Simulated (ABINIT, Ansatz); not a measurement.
# H2Pb (P-3m1): zone-centre phonons

Which modes does H2Pb (P-3m1) have at the zone centre?

Calculated with ABINIT 10.8.3; DFT LDA, scalar-relativistic, plane waves, HGH norm-conserving pseudopotentials.

The structure was built from a prototype and need not be the compound's stable phase.

## (1) The structure

It takes space group P-3m1 (No. 164, trigonal). Conventional cell: a = 3.666 Å, b = 3.666 Å, c = 3.331 Å, α = 90.00°, β = 90.00°, γ = 120.00°. Pb has 6 H at 2.26 Å nearest. H has 3 Pb at 2.26 Å nearest. Farther neighbours are not listed.

## (2) Relaxing the cell and atoms

The harmonic expansion needs vanishing forces, and a free crystal bears no stress, so cell and atoms are brought to rest. Stress is more sensitive to the basis than forces are: the last 3 Ha under the cutoff are smoothed with ecutsm, and the cutoff is raised above that of the later runs.

The starting cell comes from a relaxation made beforehand in Ansatz (LDA, PseudoDojo NC).

Contents of relax.abi:

```
# relaxation
ionmov 2
optcell 2
dilatmx 1.08
ntime 40
tolmxf 1.0d-05
tolvrs 1.0d-14
prtwf 0
prtden 0
chksymtnons 0

# basis, mesh and filling
ecut 43.0
ecutsm 3.0
ixc 7
ngkpt 9 9 8
nshiftk 1
shiftk 0.0 0.0 0.0
istwfk *1
occopt 7
tsmear 0.01
nband 8
nstep 100
diemac 1000000.0
prtebands 0
prtgsr 0

# cell and atoms
acell 6.928020869 6.928020869 6.295606568
rprim 
    1.0 0.0 0.0
    -0.5000000007 0.8660254034 0.0
    0.0 0.0 1.0
ntypat 2
znucl 82 1
natom 3
typat 1 2 2
xred 
    0.0 0.0 0.0
    1/3 2/3 0.2401501196
    2/3 1/3 0.7598498804
pp_dirpath "./pseudo"
pseudos "Pb.hgh, H.hgh"
```

Run with:

```bash
$ OMP_NUM_THREADS=1 mpirun -n 4 abinit relax.abi > relax.log
```

Numbers of over 12 decimals in the logs are rounded to 6 here.

relax.abo, the main output file:

```text
[banners, grids, parts of the stress and lines that vanish by symmetry left out]
- input  file    -> relax.abi
- output file    -> relax.abo
- root for input  files -> relaxi
[...]
Symmetries : space group P-3 m 1 (#164); Bravais hP (primitive hexag.)
[...]
mpw =        4485          nfft =      103680          nkpt =          81
[...]
== DATASET  1 ==================================================================
[...]
cutoff_energies: {ecut:  43.0, pawecutdg:  -1.0, }
[...]
Exchange-correlation functional for the present dataset will be:
  LDA: Perdew-Wang 92 LSD fit to Ceperley-Alder data - ixc=7
[...]
ETOT  1  -4.741857    -4.742E+00 1.438E-02 2.310E+01
 ETOT  2  -4.748807    -6.950E-03 6.080E-04 8.006E-01
 ETOT  3  -4.748846    -3.869E-05 2.004E-04 3.151E-02
 ETOT  4  -4.748848    -2.499E-06 1.679E-04 2.813E-03
 ETOT  5  -4.748848    -1.469E-07 2.454E-04 1.061E-05
[...]
At SCF step   10       vres2   =  1.11E-15 < tolvrs=  1.00E-14 =>converged.
[...]
sigma(1 1)=  6.50137594E-05  sigma(3 2)=  0.00000000E+00
  sigma(2 2)=  6.50137604E-05  sigma(3 1)=  0.00000000E+00
  sigma(3 3)=  1.11685164E-05  sigma(2 1)=  9.28826824E-13
[...]
convergence: {deltae: -3.464E-14, res2:  1.112E-15, residm:  8.681E-06, diffor: null, }
etotal    :  -4.74884816E+00
[...]
ETOT  1  -4.748905    -4.749E+00 6.020E-01 5.407E-02
[...]
At SCF step    8       vres2   =  1.21E-15 < tolvrs=  1.00E-14 =>converged.
[...]
sigma(1 1)=  5.40513512E-05  sigma(3 2)=  0.00000000E+00
  sigma(2 2)=  5.40513522E-05  sigma(3 1)=  0.00000000E+00
  sigma(3 3)=  7.67352955E-06  sigma(2 1)=  9.27427691E-13
[...]
convergence: {deltae: -4.885E-14, res2:  1.207E-15, residm:  1.024E-06, diffor: null, }
etotal    :  -4.74891064E+00
[...]
ETOT  1  -4.748931    -4.749E+00 4.218E-01 1.209E+00
[...]
At SCF step    9       vres2   =  5.19E-17 < tolvrs=  1.00E-14 =>converged.
[...]
sigma(1 1)= -1.05848119E-06  sigma(3 2)=  0.00000000E+00
  sigma(2 2)= -1.05848018E-06  sigma(3 1)=  0.00000000E+00
  sigma(3 3)= -9.47341687E-06  sigma(2 1)=  9.18909279E-13
[...]
convergence: {deltae:  2.665E-14, res2:  5.186E-17, residm:  9.734E-07, diffor: null, }
etotal    :  -4.74904194E+00
[...]
ETOT  1  -4.749043    -4.749E+00 6.506E-07 1.041E-03
[...]
At SCF step    7       vres2   =  4.32E-15 < tolvrs=  1.00E-14 =>converged.
[...]
sigma(1 1)=  7.91471599E-07  sigma(3 2)=  0.00000000E+00
  sigma(2 2)=  7.91472609E-07  sigma(3 1)=  0.00000000E+00
  sigma(3 3)= -8.44331443E-06  sigma(2 1)=  9.18892366E-13
[...]
convergence: {deltae: -5.240E-14, res2:  4.325E-15, residm:  5.113E-07, diffor: null, }
etotal    :  -4.74904269E+00
[...]
ETOT  1  -4.749044    -4.749E+00 3.519E-07 2.213E-03
[...]
sigma(1 1)=  3.45916821E-06  sigma(3 2)=  0.00000000E+00
  sigma(2 2)=  3.45916922E-06  sigma(3 1)=  0.00000000E+00
[...]
convergence: {deltae: -1.279E-13, res2:  8.818E-15, residm:  8.235E-09, diffor: null, }
etotal    :  -4.74904455E+00
[...]
ETOT  1  -4.749047    -4.749E+00 6.261E-08 3.760E-03
[...]
convergence: {deltae: -8.882E-14, res2:  1.642E-16, residm:  1.666E-09, diffor: null, }
etotal    :  -4.74904679E+00
[...]
ETOT  1  -4.749048    -4.749E+00 3.290E-07 7.147E-03
[...]
convergence: {deltae: -3.020E-14, res2:  5.957E-16, residm:  5.205E-08, diffor: null, }
etotal    :  -4.74904822E+00
[...]
ETOT  1  -4.749048    -4.749E+00 1.381E+00 2.532E-03
[...]
convergence: {deltae:  6.573E-14, res2:  8.021E-17, residm:  5.668E-06, diffor: null, }
etotal    :  -4.74904855E+00
[...]
ETOT  1  -4.749049    -4.749E+00 1.779E-05 1.237E-04
[...]
convergence: {deltae: -7.994E-15, res2:  3.906E-16, residm:  4.101E-05, diffor: null, }
etotal    :  -4.74904857E+00
[...]
ETOT  1  -4.749049    -4.749E+00 3.231E-05 6.927E-06
[...]
convergence: {deltae: -4.086E-14, res2:  4.516E-17, residm:  5.044E-06, diffor: null, }
etotal    :  -4.74904858E+00
[...]
ETOT  1  -4.749049    -4.749E+00 8.048E-03 4.075E-05
[...]
convergence: {deltae: -8.882E-15, res2:  5.444E-16, residm:  2.756E-07, diffor: null, }
etotal    :  -4.74904859E+00
[...]
ETOT  1  -4.749049    -4.749E+00 4.141E-07 1.391E-04
[...]
convergence: {deltae:  7.994E-14, res2:  1.989E-15, residm:  8.338E-09, diffor: null, }
etotal    :  -4.74904861E+00
[...]
ETOT  1  -4.749049    -4.749E+00 8.604E-09 2.976E-04
[...]
convergence: {deltae:  2.132E-14, res2:  3.969E-15, residm:  4.467E-10, diffor: null, }
etotal    :  -4.74904863E+00
[...]
ETOT  1  -4.749049    -4.749E+00 4.099E-09 1.408E-04
[...]
At SCF step    7       vres2   =  1.70E-15 < tolvrs=  1.00E-14 =>converged.
[...]
sigma(2 2)= -1.82540063E-07  sigma(3 1)=  0.00000000E+00
  sigma(3 3)= -2.11050593E-07  sigma(2 1)=  9.12729463E-13
[...]
convergence: {deltae: -1.021E-13, res2:  1.704E-15, residm:  2.813E-11, diffor: null, }
etotal    :  -4.74904864E+00
[...]
ETOT  1  -4.749049    -4.749E+00 5.983E-09 7.038E-06
[...]
ETOT  6  -4.749049    -8.882E-16 2.624E-12 2.442E-14
 ETOT  7  -4.749049     9.770E-15 1.035E-12 1.261E-16
 At SCF step    7       vres2   =  1.26E-16 < tolvrs=  1.00E-14 =>converged.
[...]
sigma(1 1)= -3.93285944E-08  sigma(3 2)=  0.00000000E+00
  sigma(2 2)= -3.93275920E-08  sigma(3 1)=  0.00000000E+00
  sigma(3 3)= -5.06761806E-08  sigma(2 1)=  9.12683005E-13
[...]
convergence: {deltae:  9.770E-15, res2:  1.261E-16, residm:  1.035E-12, diffor: null, }
etotal    :  -4.74904865E+00
[...]
At Broyd/MD step  15, gradients are converged :
[...]
sigma(1 1)= -3.93285944E-08  sigma(3 2)=  0.00000000E+00
  sigma(2 2)= -3.93275920E-08  sigma(3 1)=  0.00000000E+00
  sigma(3 3)= -5.06761806E-08  sigma(2 1)=  9.12683005E-13
[...]
- sigma(1 1)= -1.15708720E-03  sigma(3 2)=  0.00000000E+00
- sigma(2 2)= -1.15705770E-03  sigma(3 1)=  0.00000000E+00
- sigma(3 3)= -1.49094471E-03  sigma(2 1)=  2.68520611E-08
[...]
fcart     -0.0000000000E+00 -0.0000000000E+00 -0.0000000000E+00
           strten     -3.9328594437E-08 -3.9327591951E-08 -5.0676180607E-08
================================================================================

[key lines of the parts left out:]
pressure_GPa:   1.2684E-03
Total energy (etotal) [Ha]= -4.74904864679231E+00
```

Run time: 2.6 min. Hardware: 4 MPI ranks of Arm Neoverse V2, shared host.

Step by step:

| step | energy less that of the first step (eV) | largest force (eV/Å) | volume (Å³) |
| --- | --- | --- | --- |
| 1 | 0.0000 | 0.0369 | 38.78 |
| 2 | -0.0017 | 0.0297 | 38.61 |
| 3 | -0.0053 | 0.0064 | 37.85 |
| 4 | -0.0053 | 0.0050 | 37.88 |
| 5 | -0.0053 | 0.0026 | 37.95 |
| 6 | -0.0054 | 0.0007 | 38.01 |
| 7 | -0.0054 | 0.0006 | 38.03 |
| 8 | -0.0055 | 0.0015 | 38.02 |
| 9 | -0.0055 | 0.0019 | 38.01 |
| 10 | -0.0055 | 0.0020 | 38.01 |
| 11 | -0.0055 | 0.0019 | 38.00 |
| 12 | -0.0055 | 0.0016 | 38.00 |
| 13 | -0.0055 | 0.0009 | 37.99 |
| 14 | -0.0055 | 0.0002 | 37.99 |
| 15 | -0.0055 | 0.0000 | 38.00 |

| conventional cell, symmetrised | before | after | change |
| --- | --- | --- | --- |
| a (Å) | 3.666 | 3.622 | -1.2 % |
| b (Å) | 3.666 | 3.622 | -1.2 % |
| c (Å) | 3.331 | 3.344 | +0.4 % |
| volume (Å³/atom) | 12.93 | 12.67 | -2.0 % |

Final coordinates:

```xyz
3
Lattice="3.6224 0.0000 0.0000 -1.8112 3.1371 0.0000 0.0000 0.0000 3.3436" Properties=species:S:1:pos:R:3 pbc="T T T"
Pb    0.0000    0.0000    0.0000
H     0.0000    2.0914    0.8030
H     1.8112    1.0457    2.5406
```

Numbers from this step:

- volume per atom: 12.67 Å³
- pressure: 0.001268 GPa
- gap on the k-mesh: 0 eV

The volume changes by -2.0 % from the cell with which this run began.

## (3) Ground state

First-order wavefunctions inherit every error of the ground state, hence the very tight tolvrs. Occupations are smeared.

Contents of gs.abi:

```
# ground state
tolvrs 1.0d-16
prtden 1
prtwf 1

# basis, mesh and filling
ecut 35.0
ixc 7
ngkpt 9 9 8
nshiftk 1
shiftk 0.0 0.0 0.0
istwfk *1
occopt 7
tsmear 0.01
nband 8
nstep 100
diemac 1000000.0
prtebands 0
prtgsr 0

# cell and atoms
acell 6.84537235 6.84537235 6.318513535
rprim 
    1.0 0.0 0.0
    -0.5000000003 0.8660254036 0.0
    0.0 0.0 1.0
ntypat 2
znucl 82 1
natom 3
typat 1 2 2
xred 
    0.0 0.0 0.0
    1/3 2/3 0.2401739929
    2/3 1/3 0.7598260071
pp_dirpath "./pseudo"
pseudos "Pb.hgh, H.hgh"
```

Run with:

```bash
$ OMP_NUM_THREADS=1 mpirun -n 4 abinit gs.abi > gs.log
```

gs.abo, the main output file:

```text
[banners, grids, parts of the stress and lines that vanish by symmetry left out]
- input  file    -> gs.abi
- output file    -> gs.abo
- root for input  files -> gsi
[...]
Symmetries : space group P-3 m 1 (#164); Bravais hP (primitive hexag.)
[...]
mpw =        2556          nfft =       57600          nkpt =          81
[...]
== DATASET  1 ==================================================================
[...]
cutoff_energies: {ecut:  35.0, pawecutdg:  -1.0, }
[...]
Exchange-correlation functional for the present dataset will be:
  LDA: Perdew-Wang 92 LSD fit to Ceperley-Alder data - ixc=7
[...]
ETOT  1  -4.739094    -4.739E+00 3.305E-02 1.278E+01
 ETOT  2  -4.748032    -8.938E-03 1.490E-04 4.135E-01
 ETOT  3  -4.748064    -3.254E-05 5.379E-05 1.361E-02
 ETOT  4  -4.748066    -1.993E-06 4.105E-05 1.167E-03
 ETOT  5  -4.748066    -1.052E-07 3.420E-05 4.820E-06
[...]
ETOT 10  -4.748066     2.665E-14 9.642E-06 4.287E-16
 ETOT 11  -4.748066    -2.398E-14 7.146E-06 3.679E-18
 At SCF step   11       vres2   =  3.68E-18 < tolvrs=  1.00E-16 =>converged.
[...]
sigma(1 1)=  1.60429644E-05  sigma(3 2)=  0.00000000E+00
  sigma(2 2)=  1.60429649E-05  sigma(3 1)=  0.00000000E+00
  sigma(3 3)=  1.66582964E-05  sigma(2 1)=  3.96721046E-13
[...]
convergence: {deltae: -2.398E-14, res2:  3.679E-18, residm:  7.146E-06, diffor: null, }
etotal    :  -4.74806647E+00
[...]
sigma(1 1)=  1.60429644E-05  sigma(3 2)=  0.00000000E+00
  sigma(2 2)=  1.60429649E-05  sigma(3 1)=  0.00000000E+00
  sigma(3 3)=  1.66582964E-05  sigma(2 1)=  3.96721046E-13
[...]
- sigma(1 1)=  4.72000309E-01  sigma(3 2)=  0.00000000E+00
- sigma(2 2)=  4.72000324E-01  sigma(3 1)=  0.00000000E+00
- sigma(3 3)=  4.90104002E-01  sigma(2 1)=  1.16719361E-08
[...]
fcart     -0.0000000000E+00 -0.0000000000E+00 -0.0000000000E+00
           strten      1.6042964434E-05  1.6042964921E-05  1.6658296426E-05
================================================================================

[key lines of the parts left out:]
pressure_GPa:  -4.7803E-01
```

Run time: 9.9 s. Hardware: 4 MPI ranks.

Read from the output:

```yaml
pressure: -0.4780 GPa
```

The cell stands at -0.48 GPa: the relaxation ran with a smoothed and higher cutoff, and the difference is a stress of the finite basis.

[end of part 1 of 4]

[Host names and launcher messages were left out of these logs when they were recorded.]

[Logs are printed without paths, hosts, clocks, repeated set-up lines and the standing remarks that a program may print on its own settings, such as how far it seeks lower states.]

[Hosts, paths, dates, database ids (printed as entryN), source tags and the programs' standing remarks are cut or masked in the printed files.]
